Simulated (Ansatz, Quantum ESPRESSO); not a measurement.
# 2H-CrSSe, 1 layer: response to a perpendicular field, part 4 of 6

Aim: how 2H-CrSSe, 1 layer screens a field along its normal, and what the field does to its bands.

Quantum ESPRESSO 7.5; plane-wave DFT, PBE, GBRV ultrasoft pseudopotentials; geometry and cross-check by Ansatz 0.2.0 with PAW datasets.

So far. Step 6 (Self-consistent run: field 0.1 V/Å): The dipole goes from -0.0391 to -0.0144 e Å, 0.2461 e Å per V/Å. Step 7 (Potential by pp.x): The slope in the vacuum is 0.100 eV/Å for an applied 0.10 V/Å, as it should be.

**8. Ground state: field 0.2 V/Å**

Input file f2.in:

```
&control
  prefix = 'f2'
  outdir = './out'
  pseudo_dir = './pseudo'
  calculation = 'scf'
  tprnfor = .true.
  tefield = .true.
  dipfield = .true.
/
&system
  ibrav = 0
  nat = 3
  ntyp = 3
  ecutwfc = 40
  ecutrho = 200
  occupations = 'smearing'
  smearing = 'fd'
  degauss = 0.004
  edir = 3
  emaxpos = 0.97
  eopreg = 0.04
  eamp = 0.00388938
/
&electrons
  conv_thr = 1e-09
  mixing_beta = 0.4
  electron_maxstep = 120
  mixing_mode = 'plain'
  startingpot = 'file'
/
ATOMIC_SPECIES
  Se  78.9710  se_pbe_v1.uspp.F.UPF
  Cr  51.9961  cr_pbe_v1.5.uspp.F.UPF
  S   32.0600  s_pbe_v1.4.uspp.F.UPF
CELL_PARAMETERS angstrom
  3.12657478435047 0.00000000000000 0.00000000000000
  -1.56328739217524 2.70769319007936 0.00000000000000
  0.00000000000000 0.00000000000000 20.14846134910000
ATOMIC_POSITIONS crystal
  Se  0.333333333333 0.666666666667 0.424896830027
  Cr  -0.000000000000 -0.000000000000 0.504967655179
  S   0.333333333333 0.666666666667 0.575801009293
K_POINTS automatic
  12 12 1 0 0 0
```

Started as:

```sh
cp -r out/f0.save out/f2.save
OMP_NUM_THREADS=1 mpirun -n 4 pw.x -nk 4 -in f2.in > f2.out
```

Log:

```text
[banner, memory and clock lines left out]
Program PWSCF v.7.5 starts
[...]
number of electrons       =        26.00
     number of Kohn-Sham states=           17
     kinetic-energy cutoff     =      40.0000  Ry
     charge density cutoff     =     200.0000  Ry
[...]
number of k points=    74  Fermi-Dirac smearing, width (Ry)=  0.0040
[...]
Dense  grid:    54921 G-vectors     FFT dimensions: (  27,  27, 180)
[...]
The initial density is read from file :
[...]
negative rho (up, down):  3.210E-03 0.000E+00
[...]
Starting wfcs are   18 randomized atomic wfcs
[...]
negative rho (up, down):  3.213E-03 0.000E+00
[...]
estimated scf accuracy    <       0.03939502 Ry
[...]
negative rho (up, down):  3.343E-03 0.000E+00
[...]
estimated scf accuracy    <       0.61331316 Ry
[...]
negative rho (up, down):  3.280E-03 0.000E+00
[...]
estimated scf accuracy    <       0.00832105 Ry
[...]
negative rho (up, down):  3.240E-03 0.000E+00
[...]
estimated scf accuracy    <       0.00005985 Ry
[...]
negative rho (up, down):  3.222E-03 0.000E+00
[...]
estimated scf accuracy    <       0.00001390 Ry
[...]
negative rho (up, down):  3.214E-03 0.000E+00
[...]
estimated scf accuracy    <       0.00000166 Ry
[...]
negative rho (up, down):  3.211E-03 0.000E+00
[...]
estimated scf accuracy    <       0.00000010 Ry
[...]
negative rho (up, down):  3.209E-03 0.000E+00
[...]
estimated scf accuracy    <       0.00000008 Ry
[...]
negative rho (up, down):  3.208E-03 0.000E+00
[...]
estimated scf accuracy    <          4.1E-09 Ry
[...]
negative rho (up, down):  3.207E-03 0.000E+00
[...]
estimated scf accuracy    <          1.6E-09 Ry
[...]
negative rho (up, down):  3.207E-03 0.000E+00
[...]
Computed dipole along edir(3) :
        Dipole                0.0191 Ry au,          0.0485 Debye
        Dipole field          0.0002 Ry au,
        E field amplitude [Ha a.u.]:  3.8894E-03
        Potential amp.        0.2691 Ry
        Total length         36.5521 bohr
[...]
the Fermi energy is    -0.5008 ev
!    total energy              =    -243.31998057 Ry
     estimated scf accuracy    <          2.2E-10 Ry
     smearing contrib. (-TS)   =      -0.00000326 Ry
     internal energy E=F+TS    =    -243.31997732 Ry
[...]
one-electron contribution =   -1241.28892581 Ry
     hartree contribution      =     621.26057410 Ry
     xc contribution           =     -60.61940213 Ry
     ewald contribution        =     437.32792101 Ry
     electric field correction =      -0.00014449 Ry
     convergence has been achieved in  11 iterations
     negative rho (up, down):  3.207E-03 0.000E+00
[...]
Total force =     0.000685     Total SCF correction =     0.000045
[...]
```

Elapsed: 43 s, on 4 MPI ranks of Arm Neoverse V1, shared host; peak memory 0.48 GiB.

Numbers from this step:

```
free energy                          : -3310.5370 eV
Fermi energy                         : -0.5008 eV
dipole along the normal              : 0.01010 e·Å
valence top, on the run's zero       : -0.9340 eV
conduction bottom, on the run's zero : -0.1167 eV
gap by band count                    : 0.8174 eV
```

The dipole goes from -0.0391 to 0.0101 e Å, 0.2458 e Å per V/Å.

**9. Potential by pp.x**

Input file f2.pot.in:

```
&inputpp
  prefix = 'f2'
  outdir = './out'
  filplot = 'f2.pot.dat'
  plot_num = 11
/
```

Started as:

```sh
OMP_NUM_THREADS=1 mpirun -n 4 pp.x -in f2.pot.in > f2.pot.out
```

It took 1.1 s on 4 MPI ranks; peak memory 0.1 GiB.

Numbers from this step:

- slope of the potential above: 0.2000 eV/Å
- upper vacuum line continued to the top atoms, over the valence top: 5.758 eV
- slope of the potential below: 0.2000 eV/Å
- lower vacuum line continued to the bottom atoms, over the valence top: 5.366 eV

The slope in the vacuum is 0.200 eV/Å for an applied 0.20 V/Å, as it should be.

**10. Bands along a path: field 0.2 V/Å**

Input file f2.bands.in:

```
&control
  prefix = 'f2.bands'
  outdir = './out'
  pseudo_dir = './pseudo'
  calculation = 'bands'
  tefield = .true.
  dipfield = .true.
/
&system
  ibrav = 0
  nat = 3
  ntyp = 3
  ecutwfc = 40
  ecutrho = 200
  occupations = 'smearing'
  smearing = 'fd'
  degauss = 0.004
  edir = 3
  emaxpos = 0.97
  eopreg = 0.04
  eamp = 0.00388938
  nbnd = 19
/
&electrons
  conv_thr = 1e-07
  mixing_beta = 0.4
  electron_maxstep = 120
  mixing_mode = 'local-TF'
/
ATOMIC_SPECIES
  Se  78.9710  se_pbe_v1.uspp.F.UPF
  Cr  51.9961  cr_pbe_v1.5.uspp.F.UPF
  S   32.0600  s_pbe_v1.4.uspp.F.UPF
CELL_PARAMETERS angstrom
  3.12657478435047 0.00000000000000 0.00000000000000
  -1.56328739217524 2.70769319007936 0.00000000000000
  0.00000000000000 0.00000000000000 20.14846134910000
ATOMIC_POSITIONS crystal
  Se  0.333333333333 0.666666666667 0.424896830027
  Cr  -0.000000000000 -0.000000000000 0.504967655179
  S   0.333333333333 0.666666666667 0.575801009293
K_POINTS crystal_b
4
  0.0000000000 0.0000000000 0.0000000000 14
  0.5000000000 0.0000000000 0.0000000000 14
  0.3333333333 0.3333333333 0.0000000000 14
  0.0000000000 0.0000000000 0.0000000000 1
```

Started as:

```sh
cp -r out/f2.save out/f2.bands.save
cp out/f2.xml out/f2.bands.xml
OMP_NUM_THREADS=1 mpirun -n 4 pw.x -nk 4 -in f2.bands.in > f2.bands.out
```

Log:

```text
[banner, memory and clock lines left out]
Program PWSCF v.7.5 starts
[citation notice left out]

[...]
bravais-lattice index     =            0
     lattice parameter (alat)  =       5.9084  a.u.
     unit-cell volume          =    1151.0833 (a.u.)^3
     number of atoms/cell      =            3
     number of atomic types    =            3
     number of electrons       =        26.00
     number of Kohn-Sham states=           19
     kinetic-energy cutoff     =      40.0000  Ry
     charge density cutoff     =     200.0000  Ry
     Exchange-correlation=  SLA  PW   PBX  PBC
                           (   1   4   3   4   0   0   0)

[...]
PseudoPot. # 1 for Se read from file:
     ./pseudo/se_pbe_v1.uspp.F.UPF
     Pseudo is Ultrasoft + core correction, Zval =  6.0
     Generated by new atomic code, or converted to UPF format
     Using radial grid of  877 points,  6 beta functions with:
                l(1) =   0
                l(2) =   0
                l(3) =   1
                l(4) =   1
                l(5) =   2
                l(6) =   2
     Q(r) pseudized with  8 coefficients,  rinner =    1.300   1.300   1.300
                                                       1.300   1.300

     PseudoPot. # 2 for Cr read from file:
     ./pseudo/cr_pbe_v1.5.uspp.F.UPF
     Pseudo is Ultrasoft + core correction, Zval = 14.0
     Generated by new atomic code, or converted to UPF format
     Using radial grid of  857 points,  6 beta functions with:
                l(1) =   0
                l(2) =   0
                l(3) =   1
                l(4) =   1
                l(5) =   2
                l(6) =   2
     Q(r) pseudized with  8 coefficients,  rinner =    0.950   0.950   0.950
                                                       0.950   0.950

     PseudoPot. # 3 for S  read from file:
     ./pseudo/s_pbe_v1.4.uspp.F.UPF
     Pseudo is Ultrasoft + core correction, Zval =  6.0
     Generated by new atomic code, or converted to UPF format
     Using radial grid of  907 points,  6 beta functions with:
                l(1) =   0
                l(2) =   0
                l(3) =   1
                l(4) =   1
                l(5) =   2
                l(6) =   2
     Q(r) pseudized with  8 coefficients,  rinner =    1.300   1.300   1.300
                                                       1.300   1.300

     atomic species   valence    mass     pseudopotential
     Se                6.00    78.97100     Se( 1.00)
     Cr               14.00    51.99610     Cr( 1.00)
     S                 6.00    32.06000     S ( 1.00)

     No symmetry found

[...]
number of k points=    43  Fermi-Dirac smearing, width (Ry)=  0.0040
[...]
Dense  grid:    54921 G-vectors     FFT dimensions: (  27,  27, 180)

     Smooth grid:    39243 G-vectors     FFT dimensions: (  24,  24, 160)

     Check: negative core charge=   -0.000001

     The potential is recalculated from file :
     ./out/f2.bands.save/charge-density

     negative rho (up, down):  3.207E-03 0.000E+00

     Adding external electric field

     Computed dipole along edir(3) :
        Dipole                0.0191 Ry au,          0.0485 Debye
        Dipole field          0.0002 Ry au,

        E field amplitude [Ha a.u.]:  3.8894E-03
        Potential amp.        0.2691 Ry
        Total length         36.5521 bohr

     Starting wfcs are   18 randomized atomic wfcs +    1 random wfcs

     Band Structure Calculation
     Davidson diagonalization with overlap

     ethr =  3.85E-10,  avg # of iterations = 51.3

     End of band structure calculation

          k = 0.0000 0.0000 0.0000 (  4871 PWs)   bands (ev):

   -72.5081 -43.8803 -43.8140 -43.8140 -15.7901 -14.3341  -6.5190  -2.9256
    -2.8884  -2.8884  -1.8616  -1.8616  -0.9341   1.7686   1.7686   2.1487
     2.1487   2.9753   3.9161

          k = 0.0357 0.0206 0.0000 (  4863 PWs)   bands (ev):

   -72.5080 -43.8801 -43.8152 -43.8143 -15.7703 -14.3194  -6.4990  -3.0093
    -2.8802  -2.8584  -1.8822  -1.8715  -0.9365   1.7108   1.7719   2.0352
     2.1223   3.0049   3.9462

[...]
```

It took 22 s on 4 MPI ranks; peak memory 0.29 GiB; 86 s of CPU time.

Numbers from this step:

| Item | Value |
| --- | --- |
| valence top, on the run's zero | -0.9341 eV |
| conduction bottom, on the run's zero | -0.1168 eV |
| gap by band count | 0.8173 eV |

Band numbers count within the set of bands kept for display. The electronic bands at the labelled points (eV, zero at the highest filled level of the SCF mesh; v1 is the highest filled band, c1 the lowest empty one):

```csv
point,v4,v3,v2,v1,c1,c2,c3,c4
Γ,-1.95,-0.93,-0.93,0.00,2.70,2.70,3.08,3.08
halfway,-1.96,-1.44,-1.24,-0.46,1.35,1.87,2.08,3.12
M,-2.48,-1.65,-0.79,-0.66,1.08,1.34,2.97,3.24
halfway,-2.96,-2.58,-1.60,-0.23,1.04,1.58,2.32,3.17
K,-3.42,-3.42,-1.67,-0.04,0.82,1.87,2.00,3.37
halfway,-2.59,-1.74,-1.15,-0.42,1.22,1.52,1.89,3.07
Γ,-1.95,-0.93,-0.93,0.00,2.70,2.70,3.08,3.08
```

Upper empty bands that drop with the field can be states of the vacuum, held by the sawtooth; they depend on the cell's width.

Along this path the valence top lies at Γ and the conduction bottom at K. The valence levels at Γ and K lie only 0.04 eV apart, so strain, functional or spin-orbit coupling can change their order.

**11. SCF with pw.x: field 0.3 V/Å**

f3.in, as its differences from the input of step 8:

```diff
@@ -1,3 +1,3 @@
 &control
-  prefix = 'f2'
+  prefix = 'f3'
   outdir = './out'
@@ -21,3 +21,3 @@
   eopreg = 0.04
-  eamp = 0.00388938
+  eamp = 0.00583407
 /
```

Started as:

```sh
cp -r out/f0.save out/f3.save
OMP_NUM_THREADS=1 mpirun -n 4 pw.x -nk 4 -in f3.in > f3.out
```

Log:

```text
[banner, memory and clock lines left out]
Program PWSCF v.7.5 starts
[...]
number of electrons       =        26.00
     number of Kohn-Sham states=           17
     kinetic-energy cutoff     =      40.0000  Ry
     charge density cutoff     =     200.0000  Ry
[...]
number of k points=    74  Fermi-Dirac smearing, width (Ry)=  0.0040
[...]
Dense  grid:    54921 G-vectors     FFT dimensions: (  27,  27, 180)
[...]
The initial density is read from file :
[...]
negative rho (up, down):  3.210E-03 0.000E+00
[...]
Starting wfcs are   18 randomized atomic wfcs
[...]
negative rho (up, down):  3.217E-03 0.000E+00
[...]
estimated scf accuracy    <       0.08893779 Ry
[...]
negative rho (up, down):  3.465E-03 0.000E+00
[...]
estimated scf accuracy    <       1.40170989 Ry
[...]
negative rho (up, down):  3.344E-03 0.000E+00
[...]
estimated scf accuracy    <       0.02540163 Ry
[...]
negative rho (up, down):  3.267E-03 0.000E+00
[...]
estimated scf accuracy    <       0.00031961 Ry
[...]
negative rho (up, down):  3.233E-03 0.000E+00
[...]
estimated scf accuracy    <       0.00002255 Ry
[...]
negative rho (up, down):  3.219E-03 0.000E+00
[...]
estimated scf accuracy    <       0.00000466 Ry
[...]
negative rho (up, down):  3.212E-03 0.000E+00
[...]
estimated scf accuracy    <       0.00000052 Ry
[...]
negative rho (up, down):  3.209E-03 0.000E+00
[...]
estimated scf accuracy    <       0.00000034 Ry
[...]
negative rho (up, down):  3.207E-03 0.000E+00
[...]
estimated scf accuracy    <       0.00000003 Ry
[...]
negative rho (up, down):  3.206E-03 0.000E+00
[...]
estimated scf accuracy    <          6.0E-09 Ry
[...]
negative rho (up, down):  3.205E-03 0.000E+00
[...]
Computed dipole along edir(3) :
        Dipole                0.0656 Ry au,          0.1666 Debye
        Dipole field          0.0007 Ry au,
        E field amplitude [Ha a.u.]:  5.8341E-03
        Potential amp.        0.3742 Ry
        Total length         36.5521 bohr
[...]
the Fermi energy is    -0.4909 ev
!    total energy              =    -243.32014527 Ry
     estimated scf accuracy    <          4.5E-10 Ry
     smearing contrib. (-TS)   =      -0.00000339 Ry
     internal energy E=F+TS    =    -243.32014187 Ry
[...]
one-electron contribution =   -1241.26682585 Ry
     hartree contribution      =     621.23862540 Ry
     xc contribution           =     -60.61914448 Ry
     ewald contribution        =     437.32792101 Ry
     electric field correction =      -0.00071795 Ry
     convergence has been achieved in  11 iterations
     negative rho (up, down):  3.205E-03 0.000E+00
[...]
Total force =     0.001143     Total SCF correction =     0.000086
[...]
```

Elapsed: 42 s, on 4 MPI ranks; peak memory 0.51 GiB; 2.8 min of CPU time.

Read from the output:

- free energy: -3310.5392 eV
- Fermi energy: -0.4909 eV
- dipole along the normal: 0.03469 e·Å
- valence top, on the run's zero: -0.9201 eV
- conduction bottom, on the run's zero: -0.1094 eV
- gap by band count: 0.8107 eV

The dipole goes from -0.0391 to 0.0347 e Å, 0.2458 e Å per V/Å.

**12. Electrostatic potential**

Input file f3.pot.in:

```
&inputpp
  prefix = 'f3'
  outdir = './out'
  filplot = 'f3.pot.dat'
  plot_num = 11
/
```

Started as:

```sh
OMP_NUM_THREADS=1 mpirun -n 4 pp.x -in f3.pot.in > f3.pot.out
```

It took 1.1 s on 4 MPI ranks; peak memory 0.1 GiB.

Numbers from this step:

- slope of the potential above: 0.3000 eV/Å
- upper vacuum line continued to the top atoms, over the valence top: 5.652 eV
- slope of the potential below: 0.2999 eV/Å
- lower vacuum line continued to the bottom atoms, over the valence top: 5.481 eV

The slope in the vacuum is 0.300 eV/Å for an applied 0.30 V/Å, as it should be.

Each curve counts from the valence top of its own run.

The potential energy (potential at 0 V/Å) oscillates, so the rows of the table below give means over windows of 1 Å about each position, cut where the curve ends. Its maxima inside the range that stand out by 2 % of the span (Å: eV): 9.4: -4.61, 10.9: -5.81, 19.5: 5.97. Its minima: 8.6: -18.5, 10.2: -17.7, 11.5: -13.8.

The runs together. Table of potential energy by z; means over each step:

```csv
z (Å),potential at 0 V/Å (eV),potential at 0.1 V/Å (eV),potential at 0.2 V/Å (eV),potential at 0.3 V/Å (eV)
0,5.18,4.54,3.91,3.27
1,5.14,4.50,3.85,3.21
2,5.14,4.60,4.05,3.51
3,5.14,4.70,4.25,3.81
4,5.14,4.80,4.45,4.11
5,5.14,4.89,4.65,4.41
6,5.10,4.95,4.81,4.66
7,4.31,4.25,4.19,4.13
8,-7.00,-7.01,-7.03,-7.05
9,-11.3,-11.4,-11.4,-11.4
10,-13.3,-13.3,-13.3,-13.3
11,-9.05,-9.05,-9.05,-9.06
12,-6.59,-6.59,-6.58,-6.58
13,4.99,5.04,5.09,5.14
14,5.93,6.06,6.20,6.33
15,5.97,6.20,6.44,6.67
16,5.97,6.30,6.64,6.97
17,5.97,6.41,6.84,7.27
18,5.97,6.51,7.04,7.57
19,5.97,6.60,7.24,7.87
20,5.74,6.02,6.31,6.60
```

(Continued in part 5 of 6.)

[Logs are printed without paths, hosts, clocks, repeated set-up lines and the standing remarks that a program may print on its own settings, such as how far it seeks lower states.]

[Hosts, paths, dates, database ids (printed as entryN), source tags and the programs' standing remarks are cut or masked in the printed files.]

[Maps of the electrostatic potential energy from Ansatz leave out the sawtooth potential of an applied field or a dipole correction, so their vacuum need not be flat; planar profiles and work functions include it.]
